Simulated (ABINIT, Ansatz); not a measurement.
# GaH3 (Pm-3m): zone-centre phonons, part 3 of 4

Aim: the zone-centre modes of GaH3 (Pm-3m).

ABINIT 10.8.3; DFT LDA, scalar-relativistic, plane waves, HGH norm-conserving pseudopotentials.

So far. Step 2 (Relaxation): The volume changes by -4.9 % from the cell with which this run began. Step 4 (Linear response at Γ): The acoustic modes at Γ come out as far as 0.1 cm⁻¹ from zero, where they should vanish, a small numerical error. The relaxed cell has a = 3.380 Å (conventional setting).

The structure was built from a prototype and need not be the compound's stable phase.

## (5) Modes with the sum rule

anaddb reads the merged derivatives and imposes the acoustic sum rule.

anaddb.abi reads:

```
ddb_filepath "gamma_DDB"
output_file "anaddb.abo"
outdata_prefix "anaddb"
asr 1
chneut 1
enunit 2
eivec 1
nph1l 1
qph1l 0.0 0.0 0.0 1.0
```

mrgddb.in reads:

```
gamma_DDB
merged
2
dfpt_gammao_DDB
gso_DDB
```

Run with:

```sh
$ mrgddb < mrgddb.in > mrgddb.log
$ OMP_NUM_THREADS=1 anaddb anaddb.abi > anaddb.log
```

anaddb.abo, the main output file:

```text
-outvars_anaddb: echo values of input variables ----------------------

 Miscellaneous information :
      enunit         2
       eivec         1
         asr         1
 First list of wavevector (reduced coord.) :
       nph1l         1
       qph1l
                     0.00000000E+00  0.00000000E+00  0.00000000E+00    1.000E+00

================================================================================

 read the DDB information and perform some checks

  ==== Info on the Cryst% object ====
 Real(R)+Recip(G) space primitive vectors, cartesian coordinates (Bohr,Bohr^-1):
 R(1)=  6.3864960  0.0000000  0.0000000  G(1)=  0.1565804  0.0000000  0.0000000
 R(2)=  0.0000000  6.3864960  0.0000000  G(2)=  0.0000000  0.1565804  0.0000000
 R(3)=  0.0000000  0.0000000  6.3864960  G(3)=  0.0000000  0.0000000  0.1565804
 Unit cell volume ucvol=  2.6048813E+02 bohr^3
 Angles (23,13,12)=  9.00000000E+01  9.00000000E+01  9.00000000E+01 degrees
 Time-reversal symmetry is present
 Reduced atomic positions [iatom, xred, symbol]:
    1)    0.0000000  0.0000000  0.0000000  Ga
    2)    0.5000000  0.0000000  0.0000000   H
    3)    0.0000000  0.5000000  0.0000000   H
    4)    0.0000000  0.0000000  0.5000000   H

 DDB file with 3 blocks has been read.

================================================================================

 Treat the first list of vectors

  Phonon wavevector (reduced coordinates) :  0.00000  0.00000  0.00000
 Phonon energies in Hartree :
   0.000000E+00  0.000000E+00  0.000000E+00  1.242401E-03  1.242401E-03
   1.242401E-03  2.166325E-03  2.166325E-03  2.166325E-03  7.497652E-03
   7.497652E-03  7.497652E-03
 Phonon energies in meV     :
-  0.000000E+00  0.000000E+00  0.000000E+00  3.380746E+01  3.380746E+01
-  3.380746E+01  5.894870E+01  5.894870E+01  5.894870E+01  2.040215E+02
-  2.040215E+02  2.040215E+02
 Phonon frequencies in cm-1    :
-  0.000000E+00  0.000000E+00  0.000000E+00  2.726755E+02  2.726755E+02
-  2.726755E+02  4.754533E+02  4.754533E+02  4.754533E+02  1.645545E+03
-  1.645545E+03  1.645545E+03
 Phonon frequencies in Thz     :
-  0.000000E+00  0.000000E+00  0.000000E+00  8.174607E+00  8.174607E+00
-  8.174607E+00  1.425373E+01  1.425373E+01  1.425373E+01  4.933218E+01
-  4.933218E+01  4.933218E+01
 Phonon energies in Kelvin  :
-  0.000000E+00  0.000000E+00  0.000000E+00  3.923192E+02  3.923192E+02
-  3.923192E+02  6.840713E+02  6.840713E+02  6.840713E+02  2.367571E+03
-  2.367571E+03  2.367571E+03

 Eigendisplacements
 (will be given, for each mode : in cartesian coordinates
   for each atom the real part of the displacement vector,
   then the imaginary part of the displacement vector - absolute values smaller than 1.0d-7 are set to zero)
  Mode number    1   Energy    0.000000E+00
 Attention : low frequency mode.
   (Could be unstable or acoustic mode)
-  1  0.00000000E+00  0.00000000E+00  2.74607847E-03
-     0.00000000E+00  0.00000000E+00  0.00000000E+00
-  2  0.00000000E+00  0.00000000E+00  2.74607835E-03
-     0.00000000E+00  0.00000000E+00  0.00000000E+00
-  3  0.00000000E+00  0.00000000E+00  2.74607835E-03
-     0.00000000E+00  0.00000000E+00  0.00000000E+00
-  4  0.00000000E+00  0.00000000E+00  2.74607840E-03
-     0.00000000E+00  0.00000000E+00  0.00000000E+00
  Mode number    2   Energy    0.000000E+00
 Attention : low frequency mode.
   (Could be unstable or acoustic mode)
-  1  4.25680722E-07  2.74607844E-03  0.00000000E+00
-     0.00000000E+00  0.00000000E+00  0.00000000E+00
-  2  4.25680711E-07  2.74607831E-03  0.00000000E+00
-     0.00000000E+00  0.00000000E+00  0.00000000E+00
-  3  4.25680703E-07  2.74607837E-03  0.00000000E+00
-     0.00000000E+00  0.00000000E+00  0.00000000E+00
-  4  4.25680703E-07  2.74607831E-03  0.00000000E+00
-     0.00000000E+00  0.00000000E+00  0.00000000E+00
  Mode number    3   Energy    0.000000E+00
 Attention : low frequency mode.
   (Could be unstable or acoustic mode)
-  1  2.74607844E-03 -4.25680701E-07  0.00000000E+00
-     0.00000000E+00  0.00000000E+00  0.00000000E+00
-  2  2.74607837E-03 -4.25680682E-07  0.00000000E+00
-     0.00000000E+00  0.00000000E+00  0.00000000E+00
-  3  2.74607831E-03 -4.25680691E-07  0.00000000E+00
-     0.00000000E+00  0.00000000E+00  0.00000000E+00
-  4  2.74607831E-03 -4.25680682E-07  0.00000000E+00
-     0.00000000E+00  0.00000000E+00  0.00000000E+00
  Mode number    4   Energy    1.242401E-03
-  1  0.00000000E+00  0.00000000E+00 -5.39749943E-04
-     0.00000000E+00  0.00000000E+00  0.00000000E+00
-  2  0.00000000E+00 -1.84742574E-07  1.55928340E-02
-     0.00000000E+00  0.00000000E+00  0.00000000E+00
-  3  0.00000000E+00  0.00000000E+00  1.55928340E-02
-     0.00000000E+00  0.00000000E+00  0.00000000E+00
-  4  0.00000000E+00 -1.84742574E-07  6.15086685E-03
-     0.00000000E+00  0.00000000E+00  0.00000000E+00
  Mode number    5   Energy    1.242401E-03
-  1  3.05636954E-07  5.39749857E-04  0.00000000E+00
-     0.00000000E+00  0.00000000E+00  0.00000000E+00
-  2 -3.48296879E-06 -1.55928315E-02 -1.84769667E-07
-     0.00000000E+00  0.00000000E+00  0.00000000E+00
-  3 -8.82954474E-06 -6.15086586E-03 -1.84769667E-07
-     0.00000000E+00  0.00000000E+00  0.00000000E+00
-  4 -8.82954474E-06 -1.55928315E-02  0.00000000E+00
-     0.00000000E+00  0.00000000E+00  0.00000000E+00
  Mode number    6   Energy    1.242401E-03
-  1  5.39749857E-04 -3.05636974E-07  0.00000000E+00
-     0.00000000E+00  0.00000000E+00  0.00000000E+00
-  2 -6.15086587E-03  8.82954531E-06  0.00000000E+00
-     0.00000000E+00  0.00000000E+00  0.00000000E+00
-  3 -1.55928315E-02  3.48296902E-06  0.00000000E+00
-     0.00000000E+00  0.00000000E+00  0.00000000E+00
-  4 -1.55928315E-02  8.82954531E-06  0.00000000E+00
-     0.00000000E+00  0.00000000E+00  0.00000000E+00
  Mode number    7   Energy    2.166325E-03
-  1  0.00000000E+00  0.00000000E+00  0.00000000E+00
-     0.00000000E+00  0.00000000E+00  0.00000000E+00
-  2  0.00000000E+00  1.09008434E-06  1.64963404E-02
-     0.00000000E+00  0.00000000E+00  0.00000000E+00
-  3 -3.81952408E-07  0.00000000E+00 -1.64963404E-02
-     0.00000000E+00  0.00000000E+00  0.00000000E+00
-  4  3.81952408E-07 -1.09008434E-06  0.00000000E+00
-     0.00000000E+00  0.00000000E+00  0.00000000E+00
  Mode number    8   Energy    2.166325E-03
-  1  0.00000000E+00  0.00000000E+00  0.00000000E+00
-     0.00000000E+00  0.00000000E+00  0.00000000E+00
-  2  0.00000000E+00  1.64963403E-02 -1.09004286E-06
-     0.00000000E+00  0.00000000E+00  0.00000000E+00
-  3  1.79103460E-06  0.00000000E+00  1.09004286E-06
-     0.00000000E+00  0.00000000E+00  0.00000000E+00
-  4 -1.79103460E-06 -1.64963403E-02  0.00000000E+00
-     0.00000000E+00  0.00000000E+00  0.00000000E+00
  Mode number    9   Energy    2.166325E-03
-  1  0.00000000E+00  0.00000000E+00  0.00000000E+00
-     0.00000000E+00  0.00000000E+00  0.00000000E+00
-  2  0.00000000E+00  1.79100935E-06 -3.82070757E-07
-     0.00000000E+00  0.00000000E+00  0.00000000E+00
-  3 -1.64963403E-02  0.00000000E+00  3.82070757E-07
-     0.00000000E+00  0.00000000E+00  0.00000000E+00
-  4  1.64963403E-02 -1.79100935E-06  0.00000000E+00
-     0.00000000E+00  0.00000000E+00  0.00000000E+00
  Mode number   10   Energy    7.497652E-03
-  1  0.00000000E+00  0.00000000E+00  1.88980554E-04
-     0.00000000E+00  0.00000000E+00  0.00000000E+00
-  2  0.00000000E+00  0.00000000E+00  4.63161215E-03
-     0.00000000E+00  0.00000000E+00  0.00000000E+00
-  3  0.00000000E+00  0.00000000E+00  4.63161215E-03
-     0.00000000E+00  0.00000000E+00  0.00000000E+00
-  4  0.00000000E+00  0.00000000E+00 -2.23357200E-02
-     0.00000000E+00  0.00000000E+00  0.00000000E+00
  Mode number   11   Energy    7.497652E-03
-  1  0.00000000E+00  1.88980554E-04  0.00000000E+00
-     0.00000000E+00  0.00000000E+00  0.00000000E+00
-  2 -1.68503153E-07  4.63161215E-03  0.00000000E+00
-     0.00000000E+00  0.00000000E+00  0.00000000E+00
-  3  0.00000000E+00 -2.23357200E-02  0.00000000E+00
-     0.00000000E+00  0.00000000E+00  0.00000000E+00
-  4  0.00000000E+00  4.63161215E-03  0.00000000E+00
-     0.00000000E+00  0.00000000E+00  0.00000000E+00
  Mode number   12   Energy    7.497652E-03
-  1  1.88980554E-04  0.00000000E+00  0.00000000E+00
-     0.00000000E+00  0.00000000E+00  0.00000000E+00
-  2 -2.23357200E-02  0.00000000E+00  0.00000000E+00
-     0.00000000E+00  0.00000000E+00  0.00000000E+00
-  3  4.63161215E-03  1.68503153E-07  0.00000000E+00
-     0.00000000E+00  0.00000000E+00  0.00000000E+00
-  4  4.63161215E-03  0.00000000E+00  0.00000000E+00
-     0.00000000E+00  0.00000000E+00  0.00000000E+00

 Analysis of degeneracies and characters (maximum tolerance=1.00E-06 a.u.)
 For each vibration mode, or group of modes if degenerate,
 the characters are given for each symmetry operation (see the list in the log file).
 Symmetry characters of vibration mode #   1
       degenerate with vibration modes #   2 to    3
  3.0 -3.0 -1.0  1.0 -1.0  1.0 -1.0  1.0  1.0 -1.0 -1.0  1.0  1.0 -1.0 -1.0  1.0
 -0.0  0.0 -0.0  0.0  0.0 -0.0  0.0 -0.0  1.0 -1.0 -1.0  1.0 -1.0  1.0  1.0 -1.0
 -0.0  0.0  0.0 -0.0  0.0 -0.0 -0.0  0.0  1.0 -1.0  1.0 -1.0 -1.0  1.0 -1.0  1.0
 Symmetry characters of vibration mode #   4
       degenerate with vibration modes #   5 to    6
  3.0 -3.0 -1.0  1.0 -1.0  1.0 -1.0  1.0  1.0 -1.0 -1.0  1.0  1.0 -1.0 -1.0  1.0
  0.0 -0.0  0.0 -0.0 -0.0  0.0 -0.0  0.0  1.0 -1.0 -1.0  1.0 -1.0  1.0  1.0 -1.0
  0.0 -0.0 -0.0  0.0 -0.0  0.0  0.0 -0.0  1.0 -1.0  1.0 -1.0 -1.0  1.0 -1.0  1.0
 Symmetry characters of vibration mode #   7
       degenerate with vibration modes #   8 to    9
  3.0 -3.0 -1.0  1.0 -1.0  1.0 -1.0  1.0 -1.0  1.0  1.0 -1.0 -1.0  1.0  1.0 -1.0
 -0.0  0.0 -0.0  0.0  0.0 -0.0  0.0 -0.0 -1.0  1.0  1.0 -1.0  1.0 -1.0 -1.0  1.0
 -0.0  0.0  0.0 -0.0  0.0 -0.0 -0.0  0.0 -1.0  1.0 -1.0  1.0  1.0 -1.0  1.0 -1.0
 Symmetry characters of vibration mode #  10
       degenerate with vibration modes #  11 to   12
  3.0 -3.0 -1.0  1.0 -1.0  1.0 -1.0  1.0  1.0 -1.0 -1.0  1.0  1.0 -1.0 -1.0  1.0
 -0.0  0.0  0.0 -0.0 -0.0  0.0  0.0 -0.0  1.0 -1.0 -1.0  1.0 -1.0  1.0  1.0 -1.0
 -0.0  0.0 -0.0  0.0  0.0 -0.0  0.0 -0.0  1.0 -1.0  1.0 -1.0 -1.0  1.0 -1.0  1.0
-
```

Run time: 0.55 s. Hardware: 1 thread of Arm Neoverse N1, shared host.

No LO-TO term; unit eigenvectors of the mass-weighted matrix, from anaddb's displacements. The modes at Γ (shares of kinetic energy by element, %):

| mode | frequency (cm⁻¹) | symmetry | Ga % | H % |
| --- | --- | --- | --- | --- |
| 1 | 0.0 | acoustic | 96 | 4 |
| 2 | 0.0 | acoustic | 96 | 4 |
| 3 | 0.0 | acoustic | 96 | 4 |
| 4 | 272.7 | T1u | 4 | 96 |
| 5 | 272.7 | T1u | 4 | 96 |
| 6 | 272.7 | T1u | 4 | 96 |
| 7 | 475.5 | T2u | 0 | 100 |
| 8 | 475.5 | T2u | 0 | 100 |
| 9 | 475.5 | T2u | 0 | 100 |
| 10 | 1645.5 | T1u | 0 | 100 |
| 11 | 1645.5 | T1u | 0 | 100 |
| 12 | 1645.5 | T1u | 0 | 100 |

Displacements in mode 4 (272.7 cm⁻¹), the largest set to 1:
```
Ga1  0.00  0.00 -0.03
H2   0.00  0.00  1.00
H3   0.00  0.00  1.00
H4   0.00  0.00  0.39
```

Displacements in mode 10 (1645.5 cm⁻¹), the largest set to 1:
```
Ga1  0.00  0.00  0.01
H2   0.00  0.00  0.21
H3   0.00  0.00  0.21
H4   0.00  0.00 -1.00
```

The rule moves no optical mode by more than 0.1 cm⁻¹.

(Continued in part 4 of 4.)

[Host names and launcher messages were left out of these logs when they were recorded.]

[Logs are printed without paths, hosts, clocks, repeated set-up lines and the standing remarks that a program may print on its own settings, such as how far it seeks lower states.]

[Hosts, paths, dates, database ids (printed as entryN), source tags and the programs' standing remarks are cut or masked in the printed files.]
